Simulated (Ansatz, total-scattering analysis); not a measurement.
# methanol: neutron diffraction with isotope substitution

Two samples of methanol (16 methanol; C 16.7, O 16.7, H 66.7 atom %; 300 K, fixed volume (mean pressure -0.4 GPa); ρ₀ = 0.0891 Å⁻³) differ only in the isotope of H: D (b = 6.6681 fm) and H (b = -3.7395 fm). Other lengths: C 6.6472, O 5.8037 fm. The data are simulated by ab initio molecular dynamics with Ansatz (LDA, plane waves, PAW default files, Langevin thermostat, no spin, fixed volume, H with the mass of D). The average runs over 0.88 ps of 96 atoms, so shells between rare elements are rough. Mean temperature 301 K, largest m.s.d. 3.27 Å², energy drift -1 meV an atom (last third less first, no steady trend), Langevin friction 10 ps⁻¹; the first quarter of the run is discarded. Start: last frame of a classical run of this cell at the same density and temperature. So short a stretch relaxes bonds and nearest shells but still remembers its start. It is a liquid. LDA overbinds hydrogen bonds, so O–O contacts come out short and the liquid too structured. The partials come from the cell's reciprocal vectors below 4 Å⁻¹ and from g(r) above; absorption, incoherent and inelastic scattering are left out. F(Q) = Σ ci cj bi bj (Sij − 1), in barn per steradian and atom:

```csv
Q (Å⁻¹),2H,1H,difference
0.9,-0.100,-0.195,0.095
1.2,0.067,-0.176,0.243
1.5,0.202,-0.182,0.385
1.8,0.356,-0.132,0.488
2.1,-0.015,-0.102,0.088
2.4,-0.084,-0.041,-0.043
2.7,-0.116,-0.023,-0.093
3.0,-0.078,0.015,-0.093
3.3,-0.049,0.021,-0.070
3.6,-0.054,0.013,-0.067
3.9,-0.055,0.026,-0.081
4.2,-0.050,0.040,-0.090
4.5,-0.057,0.061,-0.118
4.8,-0.075,0.071,-0.146
5.1,-0.081,0.069,-0.151
5.4,-0.066,0.057,-0.122
5.7,-0.034,0.033,-0.067
6.0,0.002,0.000,0.002
6.3,0.038,-0.033,0.071
6.6,0.065,-0.056,0.121
6.9,0.078,-0.063,0.141
7.2,0.078,-0.055,0.133
7.5,0.070,-0.040,0.110
7.8,0.055,-0.022,0.077
8.1,0.032,-0.006,0.038
8.4,0.002,0.003,0.000
8.7,-0.021,0.005,-0.026
9.0,-0.031,0.008,-0.039
9.3,-0.033,0.013,-0.046
9.6,-0.035,0.017,-0.052
9.9,-0.035,0.019,-0.054
10.2,-0.033,0.020,-0.053
10.5,-0.028,0.024,-0.053
10.8,-0.025,0.027,-0.052
```

The first difference in real space, ΔG(r), in barn (from the pair functions, so without the broadening of a finite Q range):

```tsv
r (Å)	first difference G(r)
0.50	-0.421
0.58	-0.421
0.66	-0.421
0.74	-0.421
0.82	-0.421
0.90	-0.419
0.98	0.788
1.06	2.696
1.14	3.295
1.22	-0.350
1.30	-0.385
1.38	-0.329
1.46	-0.258
1.54	-0.237
1.62	-0.233
1.70	-0.109
1.78	0.164
1.86	-0.025
1.94	-0.045
2.02	0.452
2.10	0.585
2.18	-0.027
2.26	-0.192
2.34	-0.185
2.42	-0.171
2.50	-0.165
2.58	-0.168
2.66	-0.166
2.74	-0.138
2.82	-0.116
2.90	-0.100
2.98	-0.086
3.06	-0.078
3.14	-0.052
3.22	-0.037
3.30	-0.019
3.38	-0.027
3.46	-0.015
3.54	-0.011
```

Q: What does the difference say of the neighbours of H?

Pairs without H cancel. ΔG(r) = Σ W [g(r) − 1] with W = 2 c(H) c(j) b(j) Δb, and c(H)² (b₁² − b₂²) for H–H: H–C 0.1537, H–O 0.1342, H–H 0.1355 barn. At small r, ΔG → −ΣW = -0.423; in this finite cell the H–H term carries (N − 1)/N with N = 64 atoms of H, which gives -0.421.

The first feature holds O–H (1.01 Å, 0.3 neighbours by the coordinates) and C–H (1.11 Å, 0.8 neighbours by the coordinates) together, so its area gives only their weighted sum.

Shells of H from the coordinates: O–H at 1.01 Å, 0.3 neighbours to 1.26 Å; C–H at 1.11 Å, 0.8 neighbours to 1.42 Å; H–H at 1.79 Å, 1.7 neighbours to 2.02 Å, a soft count (first peaks with a usable minimum only). Counts average over all H, whatever molecule they sit on, and second peaks of a pair (H two bonds away, hydrogen bonds) add features between 1.5 and 2.5 Å that aren't listed. The structure is taken to be the same for both isotopes, which holds least well for H and D.

[Logs are printed without paths, hosts, clocks, repeated set-up lines and the standing remarks that a program may print on its own settings, such as how far it seeks lower states.]
